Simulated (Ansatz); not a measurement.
**How fast states decay through SrCS3**

Wanted: the relaxed cell of SrCS3, its band edges and its decay constants. It is built by putting S for O, Sr for Mg in the MgCO3 structure of space group R-3c, with the volume rescaled by atomic radii. The parent structure comes from the Materials Project.

Main program and level: Ansatz 0.2.0; PBE DFT, plane waves, PAW files, in the first sound run; inputs show where later runs differ.

The structure was built from a prototype and need not be the compound's stable phase.

**1. Set-up**

It takes space group R-3c (No. 167, trigonal). The conventional cell has a = 5.700 Å, b = 5.700 Å, c = 18.353 Å, α = 90.00°, β = 90.00°, γ = 120.00°. Sr has 6 S at 2.58 Å nearest. C has 3 S at 1.58 Å nearest. Nearest to S lie 1 C at 1.58 Å and 2 Sr at 2.58 Å. It derives from MgCO3. S for O, Sr for Mg in the MgCO3 structure of space group R-3c. Farther neighbours and most contacts between anions are not listed.

**2. Relaxing the new crystal**

The substituted atoms don't fit the parent's cell, so cell and atoms relax together. A small smearing keeps the run stable in case the gap closes on the way.

input.yaml

```yaml
crystal:
  lattice:
    - [2.8499467883, 1.6454175454, 6.1176144441]
    - [-2.8499467883, 1.6454175454, 6.1176144441]
    - [0.0, -3.2908350908, 6.1176144441]
  atoms:
    - { symbol: Sr, position: [0.0, 0.0, 0.0] }
    - { symbol: Sr, position: [0.5, 0.5, 0.5] }
    - { symbol: C, position: [0.25, 0.25, 0.25] }
    - { symbol: C, position: [0.75, 0.75, 0.75] }
    - { symbol: S, position: [0.25, 0.97198931, 0.52801069] }
    - { symbol: S, position: [0.52801069, 0.25, 0.97198931] }
    - { symbol: S, position: [0.02801069, 0.47198931, 0.75] }
    - { symbol: S, position: [0.75, 0.02801069, 0.47198931] }
    - { symbol: S, position: [0.47198931, 0.75, 0.02801069] }
    - { symbol: S, position: [0.97198931, 0.52801069, 0.25] }
kpoints:
  mp_grid: { grid: [4, 4, 4] }
scf:
  occupations: { method: gaussian, width: 0.03 }
hamiltonian:
  xc: pbe
output:
  forces: true
  stress: true
relax:
  f_tol: 0.02
  max_steps: 60
  cell: {}
```

On the command line:

```
ansatz run input.yaml --threads 2 --pin off --max-ram 4096MiB --backend cpu --events-out ev --progress --plain --runs-dir out
```

Numbers of over 12 decimals in the logs are rounded to 6 here.

The program printed:

```text
Engine: ansatz 0.2.0, x86_64-unknown-linux-gnu
Pseudopotentials: kind: paw
Pseudopotential: Sr, paw, valence charge 10, recommended cutoff 420 eV (normal), Sr.paw.azcp
Pseudopotential: C, paw, valence charge 4, recommended cutoff 420 eV (normal), C.paw.azcp
Pseudopotential: S, paw, valence charge 6, recommended cutoff 420 eV (normal), S.paw.azcp
Functional definition: PBE
  parameter kappa = 0.804
  parameter beta = 0.066725
  exchange = pbe_x(kappa = kappa, mu = beta*pi^2/3)
  correlation = pbe_c(beta = beta)
Crystal: 10 atoms, lattice volume = 172.126 Å³
Basis set: ecut = 420 eV, 3381 PW (Γ), exchange–correlation on 96×96×96 points (8 copies of the dense FFT grid, shifted against one another)
Bands: 42, of which v1, the nominal top of the filled ones, is band 32 counted from 1 (31 counted from 0)
Symmetry: 12 space group operations
Space group: R-3c (ITA 167), of the structure as read, at distance tolerance 5.6e-5 Å
k-points: 13 of 64
Non-local potential: Sr, projectors of the file, l = 0: 3, l = 1: 2, l = 2: 2
Non-local potential: C, projectors of the file, l = 0: 2, l = 1: 2, l = 2: 1
Non-local potential: S, projectors of the file, l = 0: 2, l = 1: 2, l = 2: 2
PAW form: soft (Blöchl's): semilocal exchange-correlation on the pseudo side does not see the compensation charge
PAW one-centre angular grid: Sr, 110 points (default); XC on 64 Gauss nodes
PAW one-centre angular grid: C, 110 points (default); XC on 64 Gauss nodes
PAW one-centre angular grid: S, 110 points (default); XC on 64 Gauss nodes
Initial density: superposition of atomic densities (neutral atoms: chi_scale 0, normalization atom), corrected by the library's trained network
Initial wavefunctions: pseudopotential atomic-orbital guess
Functional: x = pbe(κ = 0.804, μ = 0.219515), c = pbe(β = 0.066725)
SCF iter   1: F=—  HF=-13001.237386 eV  |F-HF|=—  |Δ(HF+E_count)|=         —  Δρ=3.79e-3  dr2=1.57e-2  ethr=1.77e-3  ⟨swp⟩=9.4  Hψ=3169  notcnv=0  defer=9
preconditioner: auto → Resta (q_TF=auto, 2.314 Å⁻¹)  ε∞=4.0  [insulator: Δε(μ)=0.981 eV  Ē_g=12.610 eV  σ=0.030 eV  W_gap=1.00  n_scr=34 (ndim 8)  ℏωp=21.9 eV  f_vac=0.000  D(μ)=0.00/eV (n_scr^D=0)  ε∞_Penn≈4.0]
SCF iter   2: F=—  HF=-13001.222247 eV  |F-HF|=—  |Δ(HF+E_count)|=   1.51e-2  Δρ=1.70e-3  dr2=2.51e-3  ethr=2.45e-5  ⟨swp⟩=2.2  Hψ=1064  notcnv=0  defer=41
SCF iter   3: F=—  HF=-13001.223427 eV  |F-HF|=—  |Δ(HF+E_count)|=   1.18e-3  Δρ=5.03e-4  dr2=2.37e-4  ethr=3.93e-6  ⟨swp⟩=2.4  Hψ=904  notcnv=0  defer=41
SCF iter   4: F=—  HF=-13001.223725 eV  |F-HF|=—  |Δ(HF+E_count)|=   2.98e-4  Δρ=1.04e-4  dr2=1.19e-5  ethr=3.71e-7  ⟨swp⟩=2.3  Hψ=865  notcnv=0  defer=41
SCF iter   5: F=—  HF=-13001.223831 eV  |F-HF|=—  |Δ(HF+E_count)|=   1.05e-4  Δρ=2.46e-5  dr2=1.35e-6  ethr=1.86e-8  ⟨swp⟩=2.2  Hψ=903  notcnv=0  defer=41
SCF iter   6: F=-13001.223831 eV  HF=-13001.223831 eV  |F-HF|=4.18e-8  |Δ(HF+E_count)|=   5.26e-7  Δρ=5.38e-6  dr2=3.61e-8  ethr=1.56e-10  ⟨swp⟩=4.0  Hψ=2549  notcnv=0
SCF 1 converged in 6 iterations: F = -13001.223831 eV  dr2 = 3.61e-8
  greatest PAW one-centre occupation: 0.988 electrons in one spin orbital (limit 2), on the Sr atom at site 1 (counted from 0), in its partial waves of l = 0
relax step   1: F+E_penalty+E_count = -13001.22383107 eV  Δ(F+E_penalty+E_count) = +0.000e0 eV  max|allowed force component| = 3.215e0 eV/Å  Δτ_max = 0.0000 Å  P = +42.677 GPa  Ω = 172.126 Å³  (6 SCF iters, dr2 threshold 1.00e-7 eV, accepted)
Crystal: 10 atoms, lattice volume = 197.580 Å³
Basis set: ecut = 420 eV, 3855 PW (Γ), exchange–correlation on 96×96×96 points (8 copies of the dense FFT grid, shifted against one another)
Initial density: handed on by an earlier stage of this run
Initial wavefunctions: those handed on with the density
iter 1 solved again at ethr=6.57e-4 eV; its pass at ethr=3.10e-3 eV (dr2=4.21e-1 eV) is discarded
SCF iter   1: F=—  HF=-13005.877489 eV  |F-HF|=—  |Δ(HF+E_count)|=         —  Δρ=1.25e-2  dr2=4.21e-1  ethr=6.57e-4  ⟨swp⟩=2.1  Hψ=2798  notcnv=0
preconditioner: auto → Resta (q_TF=auto, 2.261 Å⁻¹)  ε∞=3.7  [insulator: Δε(μ)=1.187 eV  Ē_g=12.347 eV  σ=0.030 eV  W_gap=1.00  n_scr=34 (ndim 8)  ℏωp=20.5 eV  f_vac=0.010  D(μ)=0.00/eV (n_scr^D=0)  ε∞_Penn≈3.7]
SCF iter   2: F=—  HF=-13005.761114 eV  |F-HF|=—  |Δ(HF+E_count)|=   1.16e-1  Δρ=5.94e-3  dr2=1.19e-1  ethr=6.57e-4  ⟨swp⟩=3.9  Hψ=1096  notcnv=0
SCF iter   3: F=—  HF=-13005.725807 eV  |F-HF|=—  |Δ(HF+E_count)|=   3.53e-2  Δρ=2.15e-3  dr2=1.34e-2  ethr=1.85e-4  ⟨swp⟩=4.1  Hψ=1143  notcnv=0
SCF iter   4: F=—  HF=-13005.724442 eV  |F-HF|=—  |Δ(HF+E_count)|=   1.37e-3  Δρ=7.13e-4  dr2=1.05e-3  ethr=2.10e-5  ⟨swp⟩=2.2  Hψ=993  notcnv=0  defer=3
SCF iter   5: F=—  HF=-13005.725106 eV  |F-HF|=—  |Δ(HF+E_count)|=   6.64e-4  Δρ=1.38e-4  dr2=4.05e-5  ethr=1.63e-6  ⟨swp⟩=2.1  Hψ=893  notcnv=0  defer=3
SCF iter   6: F=—  HF=-13005.725391 eV  |F-HF|=—  |Δ(HF+E_count)|=   2.85e-4  Δρ=2.48e-5  dr2=1.27e-6  ethr=6.34e-8  ⟨swp⟩=2.0  Hψ=811  notcnv=0  defer=3
SCF iter   7: F=-13005.725395 eV  HF=-13005.725395 eV  |F-HF|=1.02e-7  |Δ(HF+E_count)|=   3.52e-6  Δρ=4.93e-6  dr2=6.54e-8  ethr=1.56e-9  ⟨swp⟩=5.0  Hψ=2034  notcnv=0
SCF 2 converged in 7 iterations: F = -13005.725395 eV  dr2 = 6.54e-8
  greatest PAW one-centre occupation: 0.987 electrons in one spin orbital (limit 2), on the Sr atom at site 1 (counted from 0), in its partial waves of l = 0
relax step   2: F+E_penalty+E_count = -13005.72539466 eV  Δ(F+E_penalty+E_count) = -4.502e0 eV  max|allowed force component| = 2.065e0 eV/Å  Δτ_max = 0.0318 Å  P = +21.748 GPa  Ω = 197.580 Å³  energy of the carried Pulay correction = -1.027e-2 eV  (7 SCF iters, dr2 threshold 1.00e-6 eV, accepted)
Crystal: 10 atoms, lattice volume = 225.263 Å³
Basis set: ecut = 420 eV, 4463 PW (Γ), exchange–correlation on 96×96×96 points (8 copies of the dense FFT grid, shifted against one another)
iter 1 solved again at ethr=6.49e-4 eV; its pass at ethr=3.10e-3 eV (dr2=4.15e-1 eV) is discarded
SCF iter   1: F=—  HF=-13008.180926 eV  |F-HF|=—  |Δ(HF+E_count)|=         —  Δρ=1.16e-2  dr2=4.23e-1  ethr=6.49e-4  ⟨swp⟩=2.4  Hψ=2744  notcnv=0
preconditioner: auto → Resta (q_TF=auto, 2.212 Å⁻¹)  ε∞=3.5  [insulator: Δε(μ)=1.370 eV  Ē_g=12.062 eV  σ=0.030 eV  W_gap=1.00  n_scr=34 (ndim 8)  ℏωp=19.2 eV  f_vac=0.020  D(μ)=0.00/eV (n_scr^D=0)  ε∞_Penn≈3.5]
SCF iter   2: F=—  HF=-13008.065643 eV  |F-HF|=—  |Δ(HF+E_count)|=   1.15e-1  Δρ=5.15e-3  dr2=1.16e-1  ethr=6.49e-4  ⟨swp⟩=3.0  Hψ=976  notcnv=0
SCF iter   3: F=—  HF=-13008.032613 eV  |F-HF|=—  |Δ(HF+E_count)|=   3.30e-2  Δρ=2.41e-3  dr2=2.08e-2  ethr=1.81e-4  ⟨swp⟩=3.5  Hψ=1047  notcnv=0
SCF iter   4: F=—  HF=-13008.029755 eV  |F-HF|=—  |Δ(HF+E_count)|=   2.86e-3  Δρ=7.88e-4  dr2=1.35e-3  ethr=3.26e-5  ⟨swp⟩=2.6  Hψ=1025  notcnv=0  defer=10
SCF iter   5: F=—  HF=-13008.030651 eV  |F-HF|=—  |Δ(HF+E_count)|=   8.95e-4  Δρ=1.33e-4  dr2=5.95e-5  ethr=2.10e-6  ⟨swp⟩=2.2  Hψ=964  notcnv=0  defer=10
SCF iter   6: F=—  HF=-13008.031133 eV  |F-HF|=—  |Δ(HF+E_count)|=   4.82e-4  Δρ=3.95e-5  dr2=4.02e-6  ethr=9.30e-8  ⟨swp⟩=2.0  Hψ=796  notcnv=0  defer=10
SCF iter   7: F=-13008.031144 eV  HF=-13008.031144 eV  |F-HF|=2.41e-7  |Δ(HF+E_count)|=   1.08e-5  Δρ=9.88e-6  dr2=2.75e-7  ethr=1.56e-9  ⟨swp⟩=5.0  Hψ=2187  notcnv=0
SCF 3 converged in 7 iterations: F = -13008.031144 eV  dr2 = 2.75e-7
  greatest PAW one-centre occupation: 0.987 electrons in one spin orbital (limit 2), on the Sr atom at site 0 (counted from 0), in its partial waves of l = 0
relax step   3: F+E_penalty+E_count = -13008.03114378 eV  Δ(F+E_penalty+E_count) = -2.306e0 eV  max|allowed force component| = 4.047e-1 eV/Å  Δτ_max = 0.0113 Å  P = +7.573 GPa  Ω = 225.263 Å³  energy of the carried Pulay correction = -1.995e-2 eV  (7 SCF iters, dr2 threshold 1.00e-6 eV, accepted)
[... from here on, the SCF cycles and remarks between the steps are left out ...]
relax step   4: F+E_penalty+E_count = -13008.58511251 eV  Δ(F+E_penalty+E_count) = -5.540e-1 eV  max|allowed force component| = 5.696e-2 eV/Å  Δτ_max = 0.0097 Å  P = +2.011 GPa  Ω = 245.829 Å³  energy of the carried Pulay correction = -2.633e-2 eV  (7 SCF iters, dr2 threshold 1.00e-6 eV, accepted)
relax step   5: F+E_penalty+E_count = -13008.66617234 eV  Δ(F+E_penalty+E_count) = -8.106e-2 eV  max|allowed force component| = 8.172e-2 eV/Å  Δτ_max = 0.0036 Å  P = +0.211 GPa  Ω = 256.770 Å³  energy of the carried Pulay correction = -2.949e-2 eV  (6 SCF iters, dr2 threshold 1.00e-6 eV, accepted)
relax step   6: F+E_penalty+E_count = -13008.66941081 eV  Δ(F+E_penalty+E_count) = -3.238e-3 eV  max|allowed force component| = 2.370e-2 eV/Å  Δτ_max = 0.0011 Å  P = -0.029 GPa  Ω = 259.239 Å³  energy of the carried Pulay correction = -3.018e-2 eV  (6 SCF iters, dr2 threshold 5.05e-7 eV, accepted)
relax step   7: F+E_penalty+E_count = -13008.66944673 eV  Δ(F+E_penalty+E_count) = -3.592e-5 eV  max|allowed force component| = 2.960e-3 eV/Å  Δτ_max = 0.0001 Å  P = -0.012 GPa  Ω = 259.398 Å³  energy of the carried Pulay correction = -3.022e-2 eV  (5 SCF iters, dr2 threshold 3.51e-8 eV, accepted)
relax step   8: F+E_penalty+E_count = -13008.86201014 eV  Δ(F+E_penalty+E_count) = -1.926e-1 eV  max|allowed force component| = 7.011e-3 eV/Å  Δτ_max = 0.0000 Å  P = +0.697 GPa  Ω = 259.398 Å³  stress off target by 9.55e-1 GPa  SCF on the basis re-selected at this cell (its energy is not comparable with the rows above)  (8 SCF iters)
relax step   9: F+E_penalty+E_count = -13008.88431059 eV  Δ(F+E_penalty+E_count) = -2.230e-2 eV  max|allowed force component| = 4.170e-3 eV/Å  Δτ_max = 0.0069 Å  P = +0.120 GPa  Ω = 265.089 Å³  energy of the carried Pulay correction = -1.577e-3 eV  (6 SCF iters, dr2 threshold 1.00e-6 eV, accepted)
relax step  10: F+E_penalty+E_count = -13008.88552493 eV  Δ(F+E_penalty+E_count) = -1.214e-3 eV  max|allowed force component| = 7.030e-4 eV/Å  Δτ_max = 0.0065 Å  P = -0.035 GPa  Ω = 267.097 Å³  energy of the carried Pulay correction = -2.179e-3 eV  (6 SCF iters, dr2 threshold 1.36e-7 eV, accepted)
relax step  11: F+E_penalty+E_count = -13008.88580330 eV  Δ(F+E_penalty+E_count) = -2.784e-4 eV  max|allowed force component| = 9.832e-5 eV/Å  Δτ_max = 0.0014 Å  P = -0.001 GPa  Ω = 266.663 Å³  energy of the carried Pulay correction = -2.046e-3 eV  (6 SCF iters, dr2 threshold 1.07e-8 eV, accepted)
iter 1 solved again at ethr=5.65e-7 eV; its pass at ethr=3.10e-3 eV (dr2=3.62e-4 eV) is discarded
SCF iter   1: F=—  HF=-13008.888456 eV  |F-HF|=—  |Δ(HF+E_count)|=         —  Δρ=7.25e-5  dr2=2.71e-6  ethr=5.65e-7  ⟨swp⟩=4.0  Hψ=4824  notcnv=0
preconditioner: auto → Resta (q_TF=auto, 2.151 Å⁻¹)  ε∞=3.2  [insulator: Δε(μ)=1.266 eV  Ē_g=11.841 eV  σ=0.030 eV  W_gap=1.00  n_scr=46 (ndim 8)  ℏωp=17.6 eV  f_vac=0.039  D(μ)=0.00/eV (n_scr^D=0)  ε∞_Penn≈3.2]
SCF iter   2: F=—  HF=-13008.888579 eV  |F-HF|=—  |Δ(HF+E_count)|=   1.24e-4  Δρ=3.72e-5  dr2=5.68e-7  ethr=4.23e-9  ⟨swp⟩=2.4  Hψ=985  notcnv=0
SCF iter   3: F=—  HF=-13008.888583 eV  |F-HF|=—  |Δ(HF+E_count)|=   3.29e-6  Δρ=1.69e-5  dr2=9.40e-8  ethr=8.88e-10  ⟨swp⟩=2.0  Hψ=728  notcnv=0
SCF iter   4: F=—  HF=-13008.888584 eV  |F-HF|=—  |Δ(HF+E_count)|=   8.66e-7  Δρ=6.25e-7  dr2=4.36e-10  ethr=1.47e-10  ⟨swp⟩=2.0  Hψ=881  notcnv=0
SCF iter   5: F=-13008.888584 eV  HF=-13008.888584 eV  |F-HF|=4.37e-11  |Δ(HF+E_count)|=  7.22e-10  Δρ=1.69e-7  dr2=4.14e-11  ethr=1.00e-12  ⟨swp⟩=6.0  Hψ=2373  notcnv=0
SCF 12 converged in 5 iterations: F = -13008.888584 eV  dr2 = 4.14e-11
relax step  12: F+E_penalty+E_count = -13008.88858362 eV  Δ(F+E_penalty+E_count) = -2.780e-3 eV  max|allowed force component| = 3.016e-4 eV/Å  Δτ_max = 0.0000 Å  P = +0.002 GPa  Ω = 266.663 Å³  stress off target by 2.40e-2 GPa  SCF on the basis re-selected at this cell (its energy is not comparable with the rows above)  (5 SCF iters)
basis re-selected at this cell: Δ(F+E_penalty+E_count) = -2.780e-3 eV, ΔP = +0.003 GPa vs the last step (what re-selecting the basis moved, of the pressure what is left beyond the Pulay correction that the steps carried, after the strain that the cell walked since its last selection, with what the two solves' SCF thresholds leave and, on support functions, any second-order correction that the steps lacked; it is no m [...]
SCF converged after 5 iterations
Free energy (F): -13008.888584 eV
Harris-Foulkes:  -13008.888584 eV  (|F-HF|=4.37e-11)
Internal energy: -13008.888584 eV  (E = F + TS)
E sigma→0 (E₀):  -13008.888584 eV
Fermi energy:    4.185425 eV
--- Per-component energies (eV) ---
  E_band       = -383.049973
  E_kinetic    = 1305.096275
  E_local      = -2917.932685  (includes V_loc(G=0)·N_el)
  E_nonlocal   = 628.267204
  E_hartree    = 844.398086
  E_xc         = -1023.013448
  E_vxc        = -963.993114  (∫ρ·V_xc dr)
  E_paw        = -9188.814544  (= ΣΔE_a)
  E_vpaw       = -123.283884  (= ΣTr[D̂ρ^β])
  E_aug_tail   = 0.000020  (compensation charges beyond the density's cutoff)
  E_ewald      = -2656.889491
  E_smearing   = -0.000000  (= −TS)
  E_closure    = 0.000000  (closes the sum)
  Σ components = -13008.888584   (vs F -13008.888584, Δ=0.00e0)
--- Forces (eV/Å), atoms counted from 1 ---
  atom   1  Sr     0.00000000     0.00000000     0.00000000
  atom   2  Sr     0.00000000     0.00000000     0.00000000
  atom   3  C     -0.00000000    -0.00000000     0.00000000
  atom   4  C      0.00000000     0.00000000    -0.00000000
  atom   5  S     -0.00015080     0.00026120     0.00000000
  atom   6  S     -0.00015080    -0.00026120     0.00000000
  atom   7  S     -0.00030160     0.00000000    -0.00000000
  atom   8  S      0.00015080    -0.00026120    -0.00000000
  atom   9  S      0.00015080     0.00026120    -0.00000000
  atom  10  S      0.00030160    -0.00000000     0.00000000
  max |Σ_I F_I| component: 1.03e-18 eV/Å
--- Stress (GPa, compression-positive) ---
       -0.008970      -0.000000      -0.000000
       -0.000000      -0.008970      -0.000000
       -0.000000      -0.000000       0.023986
  P = ⅓ Tr σ = 0.0020 GPa (0.020 kbar)
--- Relaxed structure (10 steps of the walk, 10 accepted, 2 SCFs on fresh bases) ---
  F+E_penalty+E_count = -13008.88858362 eV   max|allowed force component| = 3.016e-4 eV/Å   (the final SCF, on the basis selected at the relaxed cell)
  cell:  # Å, volume = 266.6631 Å³
    - [3.186400, 1.839669, 7.581790]
    - [-3.186400, 1.839669, 7.581790]
    - [0, -3.679338, 7.581790]
  atoms:
    - { symbol: Sr, position: [1.4417299712562008e-19, 0, 0] }
    - { symbol: Sr, position: [0.5, 0.5, 0.5] }
    - { symbol: C, position: [0.25, 0.25, 0.25] }
    - { symbol: C, position: [0.750000, 0.750000, 0.750000] }
    - { symbol: S, position: [0.250000, 0.980016, 0.519984] }
    - { symbol: S, position: [0.519984, 0.250000, 0.980016] }
    - { symbol: S, position: [0.019984, 0.480016, 0.750000] }
    - { symbol: S, position: [0.750000, 0.019984, 0.480016] }
    - { symbol: S, position: [0.480016, 0.750000, 0.019984] }
    - { symbol: S, position: [0.980016, 0.519984, 0.250000] }
```

Wall time 66 s (2 threads of Intel Xeon Platinum 8259CL at 2.50GHz (Skylake/Cascade Lake), shared host); peak memory 0.71 GiB; 2.1 min of CPU time.

Step by step:

```csv
step,energy less that of the first step (eV),largest force component (eV/Å),pressure (GPa),volume (Å³)
1,0.0000,3.2148,42.68,172.13
2,-4.5016,2.0650,21.75,197.58
3,-6.8073,0.4047,7.57,225.26
4,-7.3613,0.0570,2.01,245.83
5,-7.4423,0.0817,0.21,256.77
6,-7.4456,0.0237,-0.03,259.24
7,-7.4456,0.0030,-0.01,259.40
8*,-7.6382,0.0070,0.70,259.40
9,-7.6605,0.0042,0.12,265.09
10,-7.6617,0.0007,-0.03,267.10
11,-7.6620,0.0001,0.00,266.66
12*,-7.6648,0.0003,0.00,266.66
```

Relaxation steps marked * repeat the geometry before them on a plane-wave basis chosen anew for their cell, so energy and pressure can jump there.

Forces are held to the 12 operations that the run works with; a distortion that breaks them can't arise in this run.

```
     cell as run  before  after   change
           a (Å)   6.947  8.427  +21.3 %
           b (Å)   6.947  8.427  +21.3 %
           c (Å)   6.947  8.427  +21.3 %
           α (°)   48.44  44.43   -8.3 %
           β (°)   48.44  44.43   -8.3 %
           γ (°)   48.44  44.43   -8.3 %
volume (Å³/atom)   17.21  26.67  +54.9 %
```

The atoms that moved most (Å, as changes of fractional coordinates times the final cell):

```
atom      dx      dy     dz  length
  S9   0.026   0.044  0.000   0.051
 S10   0.051   0.000  0.000   0.051
  S5  -0.026   0.044  0.000   0.051
  S7  -0.051   0.000  0.000   0.051
  S6  -0.026  -0.044  0.000   0.051
  S8   0.026  -0.044  0.000   0.051
```

The relaxed structure:

```cif
data_structure
_symmetry_space_group_name_H-M 'P 1'
_symmetry_Int_Tables_number 1
_cell_length_a 8.4274
_cell_length_b 8.4274
_cell_length_c 8.4274
_cell_angle_alpha 44.432
_cell_angle_beta 44.432
_cell_angle_gamma 44.432
_cell_volume 266.66
loop_
_atom_site_label
_atom_site_type_symbol
_atom_site_fract_x
_atom_site_fract_y
_atom_site_fract_z
_atom_site_occupancy
Sr1 Sr 0.00000 0.00000 0.00000 1
Sr2 Sr 0.50000 0.50000 0.50000 1
C3 C 0.25000 0.25000 0.25000 1
C4 C 0.75000 0.75000 0.75000 1
S5 S 0.25000 0.98002 0.51998 1
S6 S 0.51998 0.25000 0.98002 1
S7 S 0.01998 0.48002 0.75000 1
S8 S 0.75000 0.01998 0.48002 1
S9 S 0.48002 0.75000 0.01998 1
S10 S 0.98002 0.51998 0.25000 1
```

This step gave:

```yaml
free_energy: -13008.8886 eV
fermi_energy: 4.185 eV
pressure: 0.002016 GPa
```

The largest force component on a free atom ends at 3.0e-4 eV/Å.

(Part 1 of 3 ends here.)

[Logs are printed without paths, hosts, clocks, repeated set-up lines and the standing remarks that a program may print on its own settings, such as how far it seeks lower states.]

[Hosts, paths, dates, database ids (printed as entryN), source tags and the programs' standing remarks are cut or masked in the printed files.]
